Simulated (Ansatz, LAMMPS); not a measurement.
## Amorphous Hg33S25Se8 (66 atoms): support functions against a reference

Wanted: errors and times of a linear-scaling basis for amorphous Hg33S25Se8 (66 atoms). A setting counts as converged where the r.m.s. difference of forces stays under 1 % of the r.m.s. force.

Method: Kohn-Sham DFT, PBE, PAW (set soft_2, large core), plane waves, in Ansatz 0.2.0.

## (1) The system as given

The cell holds 66 atoms: 33 Hg, 25 S and 8 Se. Its edges and angles: a = 12.034 Å, b = 12.034 Å, c = 12.034 Å, α = 90.0°, β = 90.0°, γ = 90.0°. 66 atoms (33 Hg, 25 S, 8 Se) placed at random at 7.67 g/cm³, melted at 2500 K for 10 ps at fixed volume with the Stillinger-Weber II-VI potential (Zhou et al., Phys. Rev. B 88, 085309 (2013)). Quenched from 2500 K to 500 K at 30 K/ps and fixed volume, held 5 ps, then minimised at fixed cell.

What the set-up can't give: The quench rate of 30 K/ps is many orders above laboratory rates, so the cell is likely richer in defects and strain than a real sample. The network of bonds at the start is that of the classical potential that made the cell, and needn't be the one that DFT or experiment would give. Only the Γ point is sampled, in a cell whose shortest periodic width is 12 Å. No spin–orbit coupling is included, so levels derived from the heavy atoms are approximate.

## (2) How the cell was made

A classical potential makes the cell, at a small fraction of what the same run would cost in DFT.

This step: classical MD, Stillinger-Weber II-VI potential (Zhou et al., Phys. Rev. B 88, 085309 (2013)) (LAMMPS 22 Jul 2025 - Update 4).

Input file in.lmp:

```
# melt-quench of Hg33S25Se8
units metal
atom_style atomic
boundary p p p
region box block 0 12.0340 0 12.0340 0 12.0340
create_box 3 box
mass 1 200.5920   # Hg
mass 2 32.0600   # S
mass 3 78.9710   # Se
create_atoms 1 random 33 699039 NULL overlap 2.14 maxtry 2000
create_atoms 2 random 25 699046 NULL overlap 2.14 maxtry 2000
create_atoms 3 random 8 699053 NULL overlap 2.14 maxtry 2000
pair_style sw
pair_coeff * * CdTeZnSeHgS0.sw Hg S Se
neigh_modify delay 0 every 1 check yes
thermo_style custom step time temp pe press density
thermo_modify norm yes
timestep 0.001
thermo 100
min_style cg
minimize 1e-4 1e-4 200 2000
reset_timestep 0
velocity all create 2500 699040 mom yes dist gaussian
fix lim all nve/limit 0.05
fix lan all langevin 2500 2500 0.1 699041 zero yes
thermo 500
run 1000 post no
unfix lim
unfix lan
thermo 1666
fix md all nvt temp 2500 2500 0.1
run 10000 post no
unfix md
thermo 6666
fix md all nvt temp 2500 500 0.1
run 66667 post no
unfix md
thermo 2500
fix md all nvt temp 500 500 0.1
run 5000 post no
unfix md
thermo 100
min_style cg
minimize 0 1e-3 2000 20000
write_dump all custom glass.dump id type xs ys zs modify sort id
```

Command:

```bash
$ lmp -in in.lmp -log none -nocite
```

What it wrote:

```text
LAMMPS (22 Jul 2025 - Update 4)
Created orthogonal box = (0 0 0) to (12.034 12.034 12.034)
Created 33 atoms
Created 25 atoms
Created 8 atoms
   Step          Time           Temp          PotEng         Press         Density
         0   0              0              0.54188634     415905.29      7.6730171
        54   0.054          0             -1.5691311     -3929.1341      7.6730171
Loop time of 0.0120676 s on 1 MPI rank(s) for 54 steps with 66 atoms
Minimization stats:
  Stopping criterion = energy tolerance
  Energy initial, next-to-last, final =
     0.541886335498442  -1.56900066676213  -1.56913110925386
  Force two-norm initial, final = 83.857476 0.36037248
  Iterations, force evaluations = 54 82
   Step          Time           Temp          PotEng         Press         Density
         0   0              2500          -1.5691311      8944.6757      7.6730171
       500   0.5            2286.926      -1.2787307      30445.269      7.6730171
      1000   1              2747.615      -1.3215743      40809.986      7.6730171
Loop time of 0.143629 s on 1 MPI rank(s) for 1000 steps with 66 atoms
   Step          Time           Temp          PotEng         Press         Density
      1000   1              2747.615      -1.3215743      40809.986      7.6730171
      1666   1.666          2284.9981     -1.3152346      17091.454      7.6730171
      3332   3.332          2607.6376     -1.3416782      26284.776      7.6730171
      4998   4.998          2510.1659     -1.2990866      41483.202      7.6730171
      6664   6.664          2525.6277     -1.2946287      47431.965      7.6730171
      8330   8.33           2383.6625     -1.3144788      27091.829      7.6730171
      9996   9.996          2269.1103     -1.2586118      37805.247      7.6730171
[... 1 line left out ...]
Loop time of 1.43373 s on 1 MPI rank(s) for 10000 steps with 66 atoms
   Step          Time           Temp          PotEng         Press         Density
[... 12 lines left out ...]
Loop time of 9.32557 s on 1 MPI rank(s) for 66667 steps with 66 atoms
   Step          Time           Temp          PotEng         Press         Density
[... 4 lines left out ...]
Loop time of 0.653233 s on 1 MPI rank(s) for 5000 steps with 66 atoms
   Step          Time           Temp          PotEng         Press         Density
     82667   82.667         500.129       -1.64869       -2663.9962      7.6730171
     82700   82.7           500.129       -1.7166655     -11943.983      7.6730171
     82800   82.8           500.129       -1.7216197     -9642.9539      7.6730171
     82884   82.884         500.129       -1.7238176     -7261.357       7.6730171
Loop time of 0.0563729 s on 1 MPI rank(s) for 217 steps with 66 atoms
Minimization stats:
  Stopping criterion = force tolerance
  Energy initial, next-to-last, final =
      -1.6486900484041  -1.72381759831374   -1.7238175993608
  Force two-norm initial, final = 8.856995 0.00082748357
  Iterations, force evaluations = 217 433
```

The job ended after 12 s (1 thread of Arm Neoverse V1, shared host; peak memory 0.069 GiB).

## (3) Plane-wave single point

The first run fixes the reference, at a cutoff of 420 eV.

Input file input.yaml:

```yaml
crystal:
  lattice:
    - [12.034, 0.0, 0.0]
    - [0.0, 12.034, 0.0]
    - [0.0, 0.0, 12.034]
  atoms:
    - { symbol: Hg, position: [0.98032, 0.53875, 0.38389] }
    - { symbol: Hg, position: [0.67744, 0.67329, 0.79565] }
    - { symbol: Hg, position: [0.55489, 0.6429, 0.45716] }
    - { symbol: Hg, position: [0.77004, 0.80949, 0.25405] }
    - { symbol: Hg, position: [0.20123, 0.73593, 0.50891] }
    - { symbol: Hg, position: [0.74083, 0.06024, 0.93331] }
    - { symbol: Hg, position: [0.94893, 0.31751, 0.745] }
    - { symbol: Hg, position: [0.11718, 0.29343, 0.43459] }
    - { symbol: Hg, position: [0.15256, 0.02563, 0.57105] }
    - { symbol: Hg, position: [0.52713, 0.83194, 0.9772] }
    - { symbol: Hg, position: [0.26536, 0.53129, 0.77722] }
    - { symbol: Hg, position: [0.32328, 0.53029, 0.06341] }
    - { symbol: Hg, position: [0.11547, 0.02084, 0.28233] }
    - { symbol: Hg, position: [0.04075, 0.43706, 0.05799] }
    - { symbol: Hg, position: [0.66611, 0.13186, 0.66429] }
    - { symbol: Hg, position: [0.18909, 0.9124, 0.85283] }
    - { symbol: Hg, position: [0.00715, 0.64798, 0.7777] }
    - { symbol: Hg, position: [0.4643, 0.02666, 0.39] }
    - { symbol: Hg, position: [0.01862, 0.09429, 0.03282] }
    - { symbol: Hg, position: [0.05464, 0.76307, 0.06232] }
    - { symbol: Hg, position: [0.71872, 0.35982, 0.9956] }
    - { symbol: Hg, position: [0.85034, 0.19241, 0.4272] }
    - { symbol: Hg, position: [0.67553, 0.12181, 0.21788] }
    - { symbol: Hg, position: [0.77872, 0.48504, 0.58114] }
    - { symbol: Hg, position: [0.39049, 0.07599, 0.04795] }
    - { symbol: Hg, position: [0.35831, 0.81242, 0.23072] }
    - { symbol: Hg, position: [0.53254, 0.4637, 0.7235] }
    - { symbol: Hg, position: [0.55022, 0.34434, 0.36918] }
    - { symbol: Hg, position: [0.47151, 0.92935, 0.64699] }
    - { symbol: Hg, position: [0.32134, 0.26256, 0.22606] }
    - { symbol: Hg, position: [0.36492, 0.2415, 0.56956] }
    - { symbol: Hg, position: [0.2591, 0.24585, 0.85511] }
    - { symbol: Hg, position: [0.87973, 0.84286, 0.55974] }
    - { symbol: S, position: [0.83265, 0.20094, 0.08883] }
    - { symbol: S, position: [0.84741, 0.67928, 0.92694] }
    - { symbol: S, position: [0.63046, 0.16167, 0.44807] }
    - { symbol: S, position: [0.83162, 0.50979, 0.10712] }
    - { symbol: S, position: [0.06, 0.27483, 0.92232] }
    - { symbol: S, position: [0.73537, 0.8711, 0.05058] }
    - { symbol: S, position: [0.65929, 0.62959, 0.26024] }
    - { symbol: S, position: [0.44182, 0.45808, 0.52214] }
    - { symbol: S, position: [0.19873, 0.43569, 0.22127] }
    - { symbol: S, position: [0.9556, 0.32899, 0.27266] }
    - { symbol: S, position: [0.2717, 0.13046, 0.39392] }
    - { symbol: S, position: [0.51756, 0.96801, 0.18071] }
    - { symbol: S, position: [0.63009, 0.88624, 0.77905] }
    - { symbol: S, position: [0.07762, 0.82554, 0.67519] }
    - { symbol: S, position: [0.20006, 0.35034, 0.6662] }
    - { symbol: S, position: [0.13759, 0.59556, 0.95282] }
    - { symbol: S, position: [0.20727, 0.52275, 0.45758] }
    - { symbol: S, position: [0.46953, 0.67549, 0.11603] }
    - { symbol: S, position: [0.96381, 0.92282, 0.91392] }
    - { symbol: S, position: [0.99107, 0.50261, 0.62228] }
    - { symbol: S, position: [0.95625, 0.70917, 0.24806] }
    - { symbol: S, position: [0.99308, 0.17302, 0.59207] }
    - { symbol: S, position: [0.7225, 0.69166, 0.58699] }
    - { symbol: S, position: [0.74823, 0.42834, 0.37789] }
    - { symbol: S, position: [0.84615, 0.0012, 0.70688] }
    - { symbol: Se, position: [0.31298, 0.05932, 0.73361] }
    - { symbol: Se, position: [0.40675, 0.80684, 0.46112] }
    - { symbol: Se, position: [0.7182, 0.33271, 0.76322] }
    - { symbol: Se, position: [0.21055, 0.93034, 0.09987] }
    - { symbol: Se, position: [0.53486, 0.28326, 0.12924] }
    - { symbol: Se, position: [0.42001, 0.39157, 0.9098] }
    - { symbol: Se, position: [0.53162, 0.14447, 0.87617] }
    - { symbol: Se, position: [0.04161, 0.84361, 0.39322] }
kpoints:
  mp_grid: { grid: [1, 1, 1] }
hamiltonian:
  xc: pbe
  pseudopotentials: { kind: paw, core: large }
scf:
  occupations: { method: gaussian, width: 0.025 }
output:
  forces: true
  stress: true
  populations: intrinsic
  dos:
    method: { smearing: { sigma: 0.1 } }
    de: 0.1
    projected: { site_lists: { Hg: [Hg], S: [S], Se: [Se] } }
  eigenvalues: true
  write_density: true
  write_potential: true
  volumetric_format: npy
  elf: true
```

Command:

```bash
$ ansatz run input.yaml --threads 4 --pin off --max-ram 8192MiB --backend cpu --events-out ev --progress --plain --runs-dir out
```

What it wrote:

```text
Engine: ansatz 0.2.0, aarch64-unknown-linux-gnu
Pseudopotentials: kind: paw
Pseudopotential: Hg, paw, valence charge 12, recommended cutoff 420 eV (normal), Hg.paw.azcp#standard-large-core
Pseudopotential: S, paw, valence charge 6, recommended cutoff 420 eV (normal), S.paw.azcp
Pseudopotential: Se, paw, valence charge 6, recommended cutoff 420 eV (normal), Se.paw.azcp#standard-large-core
[... 5 lines on functional and potentials left out ...]
Crystal: 66 atoms, lattice volume = 1742.730 Å³
Basis set: ecut = 420 eV, 34049 PW (Γ), exchange–correlation on 162×162×162 points (8 copies of the dense FFT grid, shifted against one another)
Bands: 363, of which v1, the nominal top of the filled ones, is band 297 counted from 1 (296 counted from 0)
Symmetry: 1 space group operations
Space group: P1 (ITA 1), of the structure as read, at distance tolerance 1.2e-4 Å
k-points: 1
[... 7 lines on functional and potentials left out ...]
Initial density: superposition of atomic densities (chi_scale 0.1, normalization cell, long waves kept (reshape's long-wave potential 0.40 eV rms))
Initial wavefunctions: pseudopotential atomic-orbital guess
Functional: x = pbe(κ = 0.804, μ = 0.219515), c = pbe(β = 0.066725)
SCF iter   1: F=—  HF=-406458.506817 eV  |F-HF|=—  |Δ(HF+E_count)|=         —  Δρ=2.30e-2  dr2=2.97e1  ethr=3.10e-3  ⟨swp⟩=8.0  Hψ=1729  notcnv=0  defer=21
preconditioner: auto → LDOS  [insulator: Δε(μ)=0.063 eV  Ē_g=8.694 eV  σ=0.025 eV  W_gap=0.92  n_scr=364 (ndim 8)  ℏωp=21.7 eV  f_vac=0.050  D(μ)=18.61/eV (n_scr^D=80)  ε∞_Penn≈7.2  β→1.0]
SCF iter   2: F=—  HF=-406456.613644 eV  |F-HF|=—  |Δ(HF+E_count)|=    1.89e0  Δρ=1.68e-2  dr2=2.16e1  ethr=3.10e-3  ⟨swp⟩=4.0  Hψ=753  notcnv=0  defer=55
SCF iter   3: F=—  HF=-406454.919687 eV  |F-HF|=—  |Δ(HF+E_count)|=    1.69e0  Δρ=4.68e-3  dr2=1.67e0  ethr=3.10e-3  ⟨swp⟩=3.0  Hψ=414  notcnv=0  defer=55
SCF iter   4: F=—  HF=-406454.765683 eV  |F-HF|=—  |Δ(HF+E_count)|=   1.54e-1  Δρ=2.18e-3  dr2=3.60e-1  ethr=2.81e-4  ⟨swp⟩=2.0  Hψ=689  notcnv=0  defer=55
SCF iter   5: F=—  HF=-406454.741967 eV  |F-HF|=—  |Δ(HF+E_count)|=   2.37e-2  Δρ=1.08e-3  dr2=8.95e-2  ethr=6.06e-5  ⟨swp⟩=2.0  Hψ=323  notcnv=0  defer=55
SCF iter   6: F=—  HF=-406454.742674 eV  |F-HF|=—  |Δ(HF+E_count)|=   7.07e-4  Δρ=6.13e-4  dr2=1.76e-2  ethr=1.51e-5  ⟨swp⟩=3.0  Hψ=680  notcnv=0  defer=55
SCF iter   7: F=—  HF=-406454.741400 eV  |F-HF|=—  |Δ(HF+E_count)|=   1.27e-3  Δρ=3.91e-4  dr2=9.27e-3  ethr=2.97e-6  ⟨swp⟩=2.0  Hψ=605  notcnv=0  defer=55
SCF iter   8: F=—  HF=-406454.740551 eV  |F-HF|=—  |Δ(HF+E_count)|=   8.49e-4  Δρ=2.32e-4  dr2=3.11e-3  ethr=1.56e-6  ⟨swp⟩=2.0  Hψ=363  notcnv=0  defer=55
SCF iter   9: F=—  HF=-406454.740294 eV  |F-HF|=—  |Δ(HF+E_count)|=   2.57e-4  Δρ=1.58e-4  dr2=1.19e-3  ethr=5.24e-7  ⟨swp⟩=3.0  Hψ=679  notcnv=0  defer=55
SCF iter  10: F=—  HF=-406454.740212 eV  |F-HF|=—  |Δ(HF+E_count)|=   8.23e-5  Δρ=9.71e-5  dr2=4.31e-4  ethr=2.00e-7  ⟨swp⟩=2.0  Hψ=396  notcnv=0  defer=55
SCF iter  11: F=—  HF=-406454.740189 eV  |F-HF|=—  |Δ(HF+E_count)|=   2.32e-5  Δρ=6.39e-5  dr2=1.91e-4  ethr=7.26e-8  ⟨swp⟩=2.0  Hψ=606  notcnv=0  defer=55
SCF iter  12: F=—  HF=-406454.740154 eV  |F-HF|=—  |Δ(HF+E_count)|=   3.54e-5  Δρ=4.26e-5  dr2=8.74e-5  ethr=3.21e-8  ⟨swp⟩=2.0  Hψ=381  notcnv=0  defer=55
SCF iter  13: F=—  HF=-406454.742759 eV  |F-HF|=—  |Δ(HF+E_count)|=   2.61e-3  Δρ=2.57e-5  dr2=3.54e-5  ethr=1.47e-8  ⟨swp⟩=2.0  Hψ=463  notcnv=0  defer=55
SCF iter  14: F=—  HF=-406454.742756 eV  |F-HF|=—  |Δ(HF+E_count)|=   2.95e-6  Δρ=1.46e-5  dr2=1.11e-5  ethr=5.95e-9  ⟨swp⟩=2.0  Hψ=570  notcnv=0  defer=55
SCF iter  15: F=—  HF=-406454.742755 eV  |F-HF|=—  |Δ(HF+E_count)|=   1.05e-6  Δρ=8.78e-6  dr2=3.90e-6  ethr=1.87e-9  ⟨swp⟩=2.0  Hψ=374  notcnv=0  defer=55
SCF iter  16: F=—  HF=-406454.742754 eV  |F-HF|=—  |Δ(HF+E_count)|=   2.82e-7  Δρ=5.31e-6  dr2=1.42e-6  ethr=6.57e-10  ⟨swp⟩=2.0  Hψ=564  notcnv=0  defer=55
SCF iter  17: F=—  HF=-406454.742754 eV  |F-HF|=—  |Δ(HF+E_count)|=   1.22e-7  Δρ=3.50e-6  dr2=5.82e-7  ethr=2.39e-10  ⟨swp⟩=2.0  Hψ=568  notcnv=0  defer=55
SCF iter  18: F=—  HF=-406454.742754 eV  |F-HF|=—  |Δ(HF+E_count)|=   7.50e-8  Δρ=1.94e-6  dr2=1.80e-7  ethr=9.79e-11  ⟨swp⟩=3.0  Hψ=713  notcnv=0  defer=55
SCF iter  19: F=-406454.742754 eV  HF=-406454.742754 eV  |F-HF|=3.81e-8  |Δ(HF+E_count)|=   2.16e-8  Δρ=9.95e-7  dr2=4.52e-8  ethr=1.68e-11  ⟨swp⟩=20.0  Hψ=3565  notcnv=0
SCF 1 converged in 19 iterations: F = -406454.742754 eV  dr2 = 4.52e-8
  greatest PAW one-centre occupation: 0.943 electrons in one spin orbital (limit 2), on the Hg atom at site 0 (counted from 0), in its partial waves of l = 2
SCF converged after 19 iterations
Free energy (F): -406454.742754 eV
Harris-Foulkes:  -406454.742754 eV  (|F-HF|=3.81e-8)
Internal energy: -406454.724439 eV  (E = F + TS)
E sigma→0 (E₀):  -406454.733596 eV
Entropy (-TS):   -0.018315 eV (-0.278 meV/atom)
Fermi energy:    6.754206 eV
--- Per-component energies (eV) ---
  E_band       = 443.630815
  E_kinetic    = 15022.534857
  E_local      = -33637.992842  (includes V_loc(G=0)·N_el)
  E_nonlocal   = 8721.092521
  E_hartree    = 11749.562589
  E_xc         = -13603.961273
  E_vxc        = -7519.757550  (∫ρ·V_xc dr)
  E_paw        = -357497.583398  (= ΣΔE_a)
  E_vpaw       = -5641.364393  (= ΣTr[D̂ρ^β])
  E_aug_tail   = -0.009813  (compensation charges beyond the density's cutoff)
  E_ewald      = -37208.367081
  E_smearing   = -0.018315  (= −TS)
  E_closure    = 0.000000  (closes the sum)
  Σ components = -406454.742754   (vs F -406454.742754, Δ=0.00e0)
--- Forces (eV/Å), atoms counted from 1 ---
  atom   1  Hg     0.66887205    -0.59027646    -0.07093943
  atom   2  Hg     0.32075184    -0.15309006     0.29556880
  atom   3  Hg     0.28973710    -0.29653170    -0.46179773
  atom   4  Hg    -0.60002850    -0.21584319    -0.78453695
  atom   5  Hg    -0.17203524    -0.84002914     0.56445778
  atom   6  Hg    -0.40772633    -0.09117893     0.34130250
  atom   7  Hg     0.05087936     0.13957445    -0.05295881
  atom   8  Hg    -0.56351354     0.49231481     0.11976704
  atom   9  Hg    -0.16564573    -0.54061658     0.13378356
  atom  10  Hg     0.54223263    -0.39726735    -0.30528427
  atom  11  Hg    -0.01413476    -0.72425951    -0.15410100
  atom  12  Hg     0.05509502    -0.15942911     0.44314078
  atom  13  Hg     0.07273604     0.27467491     0.06014253
  atom  14  Hg    -0.69956575    -0.02412905     0.46841173
[...]
atom  65  Se     0.28460209    -0.20328762     0.23108013
  atom  66  Se    -0.81125317     0.19700349     0.10905758
  max |Σ_I F_I| component: 1.98e-5 eV/Å
--- Stress (GPa, compression-positive) ---
        0.716048      -0.408245      -0.276720
       -0.408245       0.721645       0.164965
       -0.276720       0.164965      -0.668215
  P = ⅓ Tr σ = 0.2565 GPa (2.565 kbar)
--- Band table (eV) ---
  k-point 0: bands = ["-7.3271", "-6.8543", "-6.7168", "-6.6806", [... 347 levels ...], "11.4087", "11.4380", "11.5504", "11.5978", "11.6293", "11.6508", "11.7657", "11.7945", "11.8621", "11.8667", "11.9771", "12.0317"]
--- intrinsic populations: 66 sites ---
  site symbol       q [e]
     0     Hg     11.0974
     1     Hg     11.1523
     2     Hg     11.0074
[...]
65     Se      6.6817
  spilling = 0.000000 (of n_electrons = 594.000000)
```

Wall time 47 s (4 threads of Arm Neoverse V1, shared host); peak memory 2.1 GiB.

In the SCF lines HF is the Harris–Foulkes energy and dr2 the Hartree energy of the density residual, in eV; the loop may stop once dr2 is under the threshold and the program's other checks hold. Hψ counts applications of the Hamiltonian.

The program notes that potentials were chosen by core size.

The run gave:

```
free energy                             : -406454.7428 eV
free energy per atom                    : -6158.4052 eV/atom
SCF cycles                              : 19
pressure                                : 0.2565 GPa
r.m.s. force component                  : 0.4168 eV/Å
longest force                           : 1.445 eV/Å
Fermi energy                            : 6.754 eV
levels partly filled by over 2 per cent : 2
```

The r.m.s. force component of 0.42 eV/Å sets the scale for the differences below.

(Continued in part 2 of 2.)

[Long decimals in the printed logs are rounded to 6 places.]

[Logs are printed without paths, hosts, clocks, repeated set-up lines and the standing remarks that a program may print on its own settings, such as how far it seeks lower states.]

[Hosts, paths, dates, database ids (printed as entryN), source tags and the programs' standing remarks are cut or masked in the printed files.]
